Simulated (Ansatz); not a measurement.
Records of electronic-structure calculations.

A low-energy model for CsMoF3 (cubic perovskite) (Pm-3m): bands, U and J. It takes space group Pm-3m (No. 221, cubic). Conventional cell: a = 4.213 Å, b = 4.213 Å, c = 4.213 Å, α = 90.00°, β = 90.00°, γ = 90.00°. Cs has 12 F at 2.98 Å nearest. Nearest to Mo lie 6 F at 2.11 Å. Nearest to F lie 2 Mo at 2.11 Å and 4 Cs at 2.98 Å. Farther neighbours and most contacts between anions are not listed. The calculation used DFT, LDA, plane waves, PAW (and 1 further level or step) in Ansatz 0.2.0, with cutoff 420 eV, 6×6×6 k-mesh, smearing width 0.08 eV, default PAW, coordination {"Mo": "octahedral"}, magnetic state non-magnetic by constraint in one of its runs. The Mo t2g is U 4.56 eV, U′ 3.81 eV, J 0.35 eV, bare V 12.9 eV and the method is constrained RPA on non-magnetic LDA, 4×4×4 mesh, static; search for lower states off. It took 2 runs, 33 s in all on 4 threads of Arm Neoverse V2, shared host (the runs of this entry). For Mo t2g, screening cuts the on-site interaction from 12.94 eV to 4.56 eV. U − 2J differs from U′ by +0.03 eV, so the Kanamori relation holds well. The structure was built from a prototype and need not be the compound's stable phase. This run has no spin polarisation, although Mo can carry a moment. The structure was relaxed with LDA. The structure type comes from a generator and need not be one that this composition takes. Limits: no spin-orbit coupling. The bands cross the Fermi level under this constraint, which need not be the crystal's state: magnetic order, correlation or a lattice distortion may open a gap.

```xyz
5
Lattice="0.0000 -4.2126 0.0000 0.0000 0.0000 4.2126 -4.2126 0.0000 0.0000" Properties=species:S:1:pos:R:3 pbc="T T T"
Cs    0.0000    0.0000    0.0000
Mo   -2.1063   -2.1063    2.1063
F     0.0000   -2.1063    2.1063
F    -2.1063   -2.1063    0.0000
F    -2.1063    0.0000    2.1063
```

[Paths, hosts, dates, memory and timing lines, banners, echoed tables and standing remarks are left out of the program output.]

[Logs are printed without paths, hosts, clocks, repeated set-up lines and the standing remarks that a program may print on its own settings, such as how far it seeks lower states.]

[Runs of the session that timed out or met a known fault of the program may be left out.]

[Hosts, paths, dates, database ids (printed as entryN), source tags and the programs' standing remarks are cut or masked in the printed files.]
